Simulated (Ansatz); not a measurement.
# Static equation of state of random zinc-blende (Al, Ga, In)P solid solution (64 atoms)

The cell holds 64 atoms: 11 Ga, 32 P, 10 Al and 11 In. Its edges and angles: a = 11.128 Å, b = 11.117 Å, c = 11.108 Å, α = 90.0°, β = 90.0°, γ = 90.0°. It derives from AlP and InP and GaP. The starting structure: Zinc-blende lattice (a = 5.594 Å, the mean of the end members), 2 x 2 x 2 cells, metal sites filled at random with 10 Al, 11 Ga, 11 In; not relaxed, displaced by a Gaussian of 0.02 Å.

Calculated with Ansatz 0.2.0: Kohn-Sham DFT, LDA, PAW (set soft_1), plane waves; cutoff 420 eV, Γ point, fermi-dirac smearing of 0.05 eV. Cell and atoms were relaxed first, to V0 = 21.473 Å³ an atom at a residual P0 = -0.005 GPa. The cell was then scaled evenly, and the atoms were relaxed at each volume.

| volume (Å³/atom) | pressure (GPa) |
| --- | --- |
| 19.326 | ? |
| 20.184 | 5.906 |
| 20.829 | 2.733 |
| 22.117 | -2.333 |
| 22.761 | -4.283 |

**Question.** Fit the third-order Birch–Murnaghan equation to the rows given and extrapolate to the withheld row.

**Working.**

Take the Eulerian strain f = ½[(V0/V)^(2/3) − 1] and the normalised pressure F = (P − P0) / [3f(1 + 2f)^(5/2)]. The third-order Birch–Murnaghan equation is then the line F = B0 + (3/2)B0(B′ − 4) f, so u = f and v = F.

| u = f | v = F (GPa) |
| --- | --- |
| 0.0210565 | 84.3954 |
| 0.0102566 | 84.5805 |
| -0.00975659 | 83.5845 |
| -0.0190505 | 82.4894 |

With n = 4: mean u = 6.2647e-4, mean v = 83.7624, Σ(u − ū)² = 0.0010051, Σ(u − ū)(v − v̄) = 0.047705. Slope b = 0.047705 / 0.0010051 = 47.463; intercept a = v̄ − b ū = 83.733.

So B0 = a = 83.7 GPa and B′ = 4 + 2b/(3a) = 4.38. At the withheld volume f = 0.03638, F = a + b f = 85.46 GPa, and P = P0 + 3f(1 + 2f)^(5/2) F.

Prediction at 19.326: 11.11 GPa. The run gave 11.04 GPa, so the fit is high by 0.069 GPa (0.62 % of the value).

B′ = 4.4 lies in the range of 3 to 6 that is common for dense crystals. Among the rows given, the largest miss of the fit is at 20.184, by 0.024 GPa (0.15 % of the range of the table).

Limits: Static cells at zero temperature; the cell shape is held. The program notes that the SCF threshold of these relaxations is loose for the stress. Only the Γ point is sampled, in a cell whose shortest periodic width is 11 Å.

[Hosts, paths, dates, database ids (printed as entryN), source tags and the programs' standing remarks are cut or masked in the printed files.]
